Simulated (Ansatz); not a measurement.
# 2H-CrSSe monolayer in a perpendicular field

What dipole does a perpendicular field induce in the 2H-CrSSe monolayer, and does the gap follow? A positive field points along +c.

Calculated with Ansatz 0.2.0; plane-wave DFT, PBE-D3(BJ), Ansatz PAW.

Report form: the programs' logs are mostly left out.

**1. Set-up**

The cell holds 3 atoms: 1 Se, 1 Cr and 1 S. Its edges and angles: a = 3.125 Å, b = 3.125 Å, c = 37.248 Å, α = 90.0°, β = 90.0°, γ = 120.0°. Vacuum lies along c.

**2. Relaxation**

The starting cell is a guess, so the in-plane lattice and the atoms are relaxed first, with the slab cut off from its images along the normal.

Input file input.yaml:

```yaml
crystal:
  lattice:
    - [3.125, 0.0, 0.0]
    - [-1.5625, 2.7063293868, 0.0]
    - [0.0, 0.0, 37.2484613474]
  atoms:
    - { symbol: Se, position: [0.3333333333, 0.6666666667, 0.4577370281] }
    - { symbol: Cr, position: [0.0, 0.0, 0.5030645829] }
    - { symbol: S, position: [0.3333333333, 0.6666666667, 0.5422629719] }
  periodic: [true, true, false]
kpoints:
  mp_grid: { grid: [12, 12, 1] }
hamiltonian:
  xc: pbe
  dispersion: d3bj
scf:
  occupations: { method: fermi_dirac, width: 0.05 }
  convergence: { dr2_threshold: 1.0e-09 }
relax:
  f_tol: 0.004
  max_steps: 90
  cell: {}
output:
  write_potential: true
  write_density: true
  volumetric_format: npy
```

Started as:

```console
$ ansatz run input.yaml --threads 2 --pin off --max-ram 3072MiB --backend cpu --events-out ev --progress --plain --runs-dir out
```

The job ended after 37 s (2 threads of Arm Neoverse V2, shared host; peak memory 0.56 GiB).

The steps of the relaxation:

| step | energy less that of the first step (eV) | largest force component (eV/Å) | volume (Å³) |
| --- | --- | --- | --- |
| 1 | 0.0000 | 1.0568 | 315.02 |
| 2 | -0.0595 | 0.2255 | 314.14 |
| 3 | -0.0669 | 0.0720 | 309.64 |
| 4 | -0.0673 | 0.0180 | 308.65 |
| 5 | -0.0673 | 0.0007 | 308.65 |
| 6* | -0.0671 | 0.0007 | 308.65 |

Relaxation steps marked * repeat the geometry before them on a plane-wave basis chosen anew for their cell, so energy and pressure can jump there.

The run keeps the 6 symmetry operations that it works with, so distortions that break them were not tested.

| cell as run | before | after | change |
| --- | --- | --- | --- |
| a (Å) | 3.125 | 3.093 | -1.0 % |
| b (Å) | 3.125 | 3.093 | -1.0 % |

The atoms that moved most (Å, along periodic axes as changes of fractional coordinates times the final cell, across vacuum about the mean position):

| atom | dx | dy | dz | length |
| --- | --- | --- | --- | --- |
| Se1 | 0.000 | 0.000 | 0.058 | 0.058 |
| S3 | 0.000 | 0.000 | -0.044 | 0.044 |
| Cr2 | 0.000 | 0.000 | -0.014 | 0.014 |

Final coordinates:

```xyz
3
Lattice="3.0932 0.0000 0.0000 -1.5466 2.6788 0.0000 0.0000 0.0000 37.2485" Properties=species:S:1:pos:R:3
Se    0.0000    1.7859   17.1080
Cr    0.0000    0.0000   18.7244
S     0.0000    1.7859   20.1545
```

The lattice constant a goes from 3.125 to 3.093 Å.

**3. Single point, field 0**

A sawtooth potential applies the field, turning back in the middle of the vacuum. With the dipole correction the typed value is the field outside the slab. The induced dipole is small, so the SCF threshold is tight.

The cell differs from the one that the last finished run ended in (c 37.248 → 21.046 Å).

Input file input.yaml:

```yaml
crystal:
  lattice:
    - [3.0932476714, 0.0, 0.0]
    - [-1.5466238357, 2.6788310637, 0.0]
    - [0.0, 0.0, 21.046465497]
  atoms:
    - { symbol: Se, position: [0.3333333333, 0.6666666667, 0.4276252467] }
    - { symbol: Cr, position: [0.0, 0.0, 0.5044237676] }
    - { symbol: S, position: [0.3333333333, 0.6666666667, 0.5723747533] }
kpoints:
  mp_grid: { grid: [18, 18, 1] }
  band_path:
    path: [[0, 0, 0], [0.5, 0, 0], [0.33333333, 0.33333333, 0], [0, 0, 0]]
    npoints: 16
hamiltonian:
  xc: pbe
  dispersion: d3bj
scf:
  occupations: { method: fermi_dirac, width: 0.02585 }
  convergence: { dr2_threshold: 1.0e-10 }
efield:
  axis: 3
  dipole_correction: true
  ramp_position: 0.97
  ramp_width: 0.06
  amplitude: 0
output:
  dos: { projected: true, e_range: [-6, 5] }
  write_potential: true
  write_density: true
  volumetric_format: npy
  elf: true
```

Elapsed: 12 s, on 2 threads; peak memory 0.48 GiB; 23 s of CPU time.

Numbers from this step:

* dipole along the normal: -0.03900 e·Å
* gap along the path: 0.9069 eV
* smallest direct gap along the path: 0.9069 eV
* step between the vacuum levels: 0.8517 eV
* ionisation energy, upper face: 5.958 eV
* electron affinity, upper face: 5.051 eV
* ionisation energy, lower face: 5.106 eV
* gap, the smaller of path and mesh: 0.9069 eV

Running mean over a fixed 2.8 Å (it still follows the layers) of the planar mean; the ramp of the sawtooth is left out. Electron's electrostatic potential energy less the Fermi level against z:

| z (Å) | electron's electrostatic potential energy less the Fermi level (eV) |
| --- | --- |
| 3.0 | 4.65 |
| 3.5 | 4.65 |
| 4.0 | 4.65 |
| 4.5 | 4.65 |
| 5.0 | 4.64 |
| 5.5 | 4.63 |
| 6.0 | 4.59 |
| 6.5 | 4.37 |
| 7.0 | 3.44 |
| 7.5 | 1.59 |
| 8.0 | -0.418 |
| 8.5 | -2.36 |
| 9.0 | -4.65 |
| 9.5 | -7.09 |
| 10.0 | -8.00 |
| 10.5 | -8.33 |
| 11.0 | -8.65 |
| 11.5 | -7.95 |
| 12.0 | -5.45 |
| 12.5 | -2.66 |
| 13.0 | -0.319 |
| 13.5 | 2.24 |
| 14.0 | 4.43 |
| 14.5 | 5.28 |
| 15.0 | 5.45 |
| 15.5 | 5.49 |
| 16.0 | 5.50 |
| 16.5 | 5.50 |
| 17.0 | 5.50 |
| 17.5 | 5.50 |
| 18.0 | 5.50 |

The density of states has structure finer than the step of the table below, so its rows give means over 0.25 eV, whole bins alone (the curve runs from -6 to 2.33 eV). Peaks (eV: height): -5.370: 7.71, -4.210: 7.52, -2.140: 7.11, 0.730: 7.51, 0.810: 7.59, 0.970: 9.29, 1.640: 7.37.

The density of states by energy, zero at the Fermi level of the run, which the smearing sets inside the gap; means over each step:

energy (eV), density of states (states/eV a cell) and a bar:
```
    -5.75       1.68 ##########
    -5.50       3.00 ##################
    -5.25       3.18 ###################
    -5.00       0.80 #####
    -4.75       0.90 #####
    -4.50       1.76 ##########
    -4.25       4.63 ###########################
    -4.00       1.28 ########
    -3.75       1.93 ###########
    -3.50       1.97 ############
    -3.25       2.22 #############
    -3.00       2.81 #################
    -2.75       2.23 #############
    -2.50       1.90 ###########
    -2.25       2.97 ##################
    -2.00       4.53 ###########################
    -1.75       3.22 ###################
    -1.50       2.91 #################
    -1.25       0.77 #####
    -1.00       2.58 ###############
    -0.75       3.68 ######################
    -0.50       1.35 ########
    -0.25       0.00 
     0.00       0.00 
     0.25       0.00 
     0.50       0.65 ####
     0.75       4.63 ###########################
     1.00       5.06 ##############################
     1.25       2.16 #############
     1.50       2.84 #################
     1.75       3.71 ######################
     2.00       1.91 ###########
```

Projected DOS per atom over height of the atomic layer and energy from the Fermi level. Layers: Se Cr S from below.

Ten even steps from '_' (0.00 states/eV) to '@' (3.29 states/eV), each cell a mean:
```
__::..
..++::
..==..
::@@..
..##__
______
______
__--__
__##..
__..__
----::
==--==
..--::
..--::
..::::
....::
......
==::==
..__..
..__..
::::==
::....
```
Columns: height of the atomic layer (Å) from 9 to 12.0 (not evenly spaced); rows upwards: energy from the Fermi level (eV) from -5.96 to 2.32.

Electronic bands along the path, in eV, zero at the Fermi level of the run, which the smearing sets inside the gap:

| point | band 15 | band 16 | band 17 | band 18 | band 19 | band 20 | band 21 | band 22 |
| --- | --- | --- | --- | --- | --- | --- | --- | --- |
| Γ | -2.37 | -1.33 | -1.33 | -0.51 | 2.36 | 2.36 | 2.79 | 2.79 |
| halfway | -2.40 | -1.93 | -1.62 | -0.94 | 0.93 | 1.51 | 1.69 | 2.78 |
| M | -2.93 | -2.15 | -1.15 | -1.14 | 0.71 | 0.97 | 2.61 | 2.89 |
| halfway | -3.45 | -3.03 | -2.11 | -0.65 | 0.67 | 1.22 | 1.91 | 2.83 |
| K | -3.96 | -3.88 | -2.17 | -0.46 | 0.45 | 1.43 | 1.65 | 3.05 |
| halfway | -3.09 | -2.16 | -1.62 | -0.87 | 0.80 | 1.14 | 1.49 | 2.71 |
| Γ | -2.37 | -1.33 | -1.33 | -0.51 | 2.36 | 2.36 | 2.79 | 2.79 |

Electrostatic potential energy in the ca plane at fractional y = 0.667, with atoms of Se and S within 0.2 Å of it. With pseudopotentials it is smooth inside the atoms' cores, unlike the true potential.

Ten even steps from '0' (-27 eV) to '9' (5 eV), each cell a mean:
```
99999999999999999988887544788899999999999999
99999999999999999988887544788999999999999999
99999999999999999875567766776789999999999999
99999999999999999732225787610048999999999999
99999999999999999525532787300017999999999999
99999999999999998525642787200017999999999999
99999999999999999732324787500048999999999999
99999999999999999874457766765689999999999999
```
Columns run along c (16.0 Å, from fractional 0.09 to 0.85 of the cell; values clipped at the 3rd and 97th percentile), rows up along a (3.1 Å). Atoms in or near the plane, at fractional coordinates: Se at (0.43, 0.33), S at (0.57, 0.33).

ELF in the ca plane at fractional y = 0.667, with atoms of Se and S within 0.2 Å of it. It is the smooth field of the valence electrons, not physical close to the nuclei.

Ten even steps from '0' (0.00) to '9' (0.94), each cell a mean:
```
00000000000000000123432111133321000000000000
00000000000000000122331111123210000000000000
00000000000000024667775211477765310000000000
00000000000001358887777423787899852000000000
00000000000002579985257424751599974100000000
00000000000002579984257424740499974100000000
00000000000001368987677424787899852100000000
00000000000000125677775212578876420000000000
```
Columns run along c (16.0 Å, from fractional 0.09 to 0.85 of the cell), rows up along a (3.1 Å). Atoms in or near the plane, at fractional coordinates: Se at (0.43, 0.33), S at (0.57, 0.33).

Valence density in the ca plane at fractional y = 0.667, with atoms of Se and S within 0.2 Å of it. It is the smooth field of the valence electrons, not physical close to the nuclei.

Ten steps, logarithmic in the rise over the least value, from '0' (0 e/Å³) to '9' (26 e/Å³), each cell a mean:
```
00000000000000011111221111000000000000000000
00000000000000011111221110000000000000000000
00000000000000122211112221100000000000000000
00000000000001355421112333210000000000000000
00000000000012589631123323310000000000000000
00000000000012599731123323310000000000000000
00000000000001356421122333210000000000000000
00000000000001122221112222100000000000000000
```
Columns run along c (16.0 Å, from fractional 0.16 to 0.92 of the cell), rows up along a (3.1 Å). Atoms in or near the plane, at fractional coordinates: Se at (0.43, 0.33), S at (0.57, 0.33).

The gap is 0.91 eV, with the valence edge 5.96 eV and the conduction edge 5.05 eV under the upper vacuum level.

**4. Atoms held, field 0.1 V/Å**

input.yaml: that of step 3 with these lines changed.

```diff
@@ -25,5 +25,4 @@
   ramp_width: 0.06
-  amplitude: 0
+  amplitude: 0.1
 output:
-  dos: { projected: true, e_range: [-6, 5] }
   write_potential: true
@@ -31,2 +30 @@
   volumetric_format: npy
-  elf: true
```

The job ended after 12 s (2 threads; peak memory 0.47 GiB).

The dipole is -0.0149 e·Å, 0.0241 e·Å from its value without field, and the gap 0.907 eV.

**5. Atoms held, field -0.1 V/Å**

input.yaml: that of step 4 with these lines changed.

```diff
@@ -25,3 +25,3 @@
   ramp_width: 0.06
-  amplitude: 0.1
+  amplitude: -0.1
 output:
```

Elapsed: 12 s, on 2 threads; peak memory 0.46 GiB; 24 s of CPU time.

The dipole is -0.0631 e·Å, -0.0241 e·Å from its value without field, and the gap 0.907 eV.

**6. Response, atoms held**

This step: plane-wave DFT, PBE-D3(BJ), Ansatz PAW; response to a field along the normal, atoms held (Ansatz 0.2.0).

The dipoles give the slope, and the difference of two potentials shows where the field is screened.

This step gave:

- equivalent conductor thickness p/(ε₀AE): 5.265 Å
- distance between the outer atoms: 3.046 Å

Dipole of the cell against applied field:

| applied field (V/Å) | dipole of the cell (e·Å) |
| --- | --- |
| -0.1000 | -0.0631 |
| 0.0000 | -0.0390 |
| 0.1000 | -0.0149 |

Local field over the applied field, running mean. From the potentials at -0.1 and 0.1 V/Å; running mean over 2.5 Å. The local field over applied field by z:

z (Å), local field over applied field and a bar:
```
     4.09      0.999 ##############################
     4.38      0.999 ##############################
     4.82      0.996 ##############################
     5.12      0.993 ##############################
     5.55      0.982 #############################
     5.85      0.968 #############################
     6.14      0.944 ############################
     6.58      0.877 ##########################
     6.87      0.807 ########################
     7.16      0.719 #####################
     7.60      0.570 #################
     7.89      0.466 ##############
     8.33      0.312 #########
     8.62      0.218 ######
     8.92      0.143 ####
     9.35      0.074 #
     9.65      0.053 #
     9.94      0.040 
    10.38      0.029 
    10.67      0.031 
    11.11      0.051 #
    11.40      0.070 #
    11.69      0.099 ##
    12.13      0.184 #####
    12.42      0.267 #######
    12.72      0.364 ##########
    13.15      0.521 ###############
    13.45      0.622 ##################
    13.88      0.766 #######################
    14.18      0.847 #########################
    14.47      0.906 ###########################
    14.91      0.959 #############################
    15.20      0.977 #############################
    15.49      0.988 ##############################
    15.93      0.995 ##############################
    16.22      0.997 ##############################
    16.66      0.999 ##############################
    16.95      1.000 ##############################
```

Electrons, planar mean, per unit field. The induced electron density by z:

| z (Å) | induced electron density (e/Å³ per V/Å) |
| --- | --- |
| 4.5 | 7.6e-6 |
| 5.0 | 2.4e-5 |
| 5.5 | 7.3e-5 |
| 6.0 | 2.1e-4 |
| 6.5 | 5.6e-4 |
| 7.0 | 0.00137 |
| 7.5 | 0.00282 |
| 8.0 | 0.00352 |
| 8.5 | 0.00132 |
| 9.0 | 8.3e-4 |
| 9.5 | 5.3e-4 |
| 10.0 | -8.8e-4 |
| 10.5 | 1.3e-4 |
| 11.0 | 4.0e-4 |
| 11.5 | -2.2e-4 |
| 12.0 | -0.00100 |
| 12.5 | -0.00168 |
| 13.0 | -0.00366 |
| 13.5 | -0.00255 |
| 14.0 | -0.00114 |
| 14.5 | -4.4e-4 |
| 15.0 | -1.6e-4 |
| 15.5 | -5.4e-5 |
| 16.0 | -1.8e-5 |
| 16.5 | -5.6e-6 |

The smaller of the gaps on the path and on the k-mesh, counted as 0 under 0.03 eV. The gap stays at 0.907 eV for applied field from -0.1 to 0.1 V/Å.

By hand: between -0.1 and 0.1 V/Å the dipole changes by 0.04822 e·Å, a slope of 0.2411 e·Å²/V. A perfect conductor of thickness t has p = ε₀AEt, so t = 180.95 × 0.2411 / 8.286 = 5.27 Å (e/ε₀ = 180.95 V·Å, A in Å²).

The induced dipole is that of a conductor 5.27 Å thick.

**7. Summary of results**

```json
{
 "gap without field": "0.907 eV",
 "ionisation energy, upper face": "5.96 eV",
 "electron affinity, upper face": "5.05 eV",
 "step between the vacuum levels": "0.852 eV",
 "equivalent conductor thickness, atoms held": "5.27 Å"
}
```

**Reading.** The induced dipole equals that of a perfect conductor 5.27 Å thick, while the outer atoms lie 3.05 Å apart; an out-of-plane ε follows only once a thickness t is chosen, by 1 − 1/ε = 5.27 Å / t. The two faces differ: the vacuum level above lies 0.85 eV higher than the one below. The gap stays within 0.01 eV of 0.91 eV over the fields run, up to 0.1 V/Å in size. Semilocal functionals give gaps that are too small, and excitons are not included. The main runs have no spin polarisation; a magnetic state could lie lower and would change these results. Spin-orbit coupling is left out.

[Logs are printed without paths, hosts, clocks, repeated set-up lines and the standing remarks that a program may print on its own settings, such as how far it seeks lower states.]

[Hosts, paths, dates, database ids (printed as entryN), source tags and the programs' standing remarks are cut or masked in the printed files.]

[Maps of the electrostatic potential energy from Ansatz leave out the sawtooth potential of an applied field or a dipole correction, so their vacuum need not be flat; planar profiles and work functions include it.]

[The density of states shown here was stored with 400 of the rows of the run's finer table, so its peaks can read low, often by over a quarter, or be missed, and its means over a window can be off by a tenth or more.]
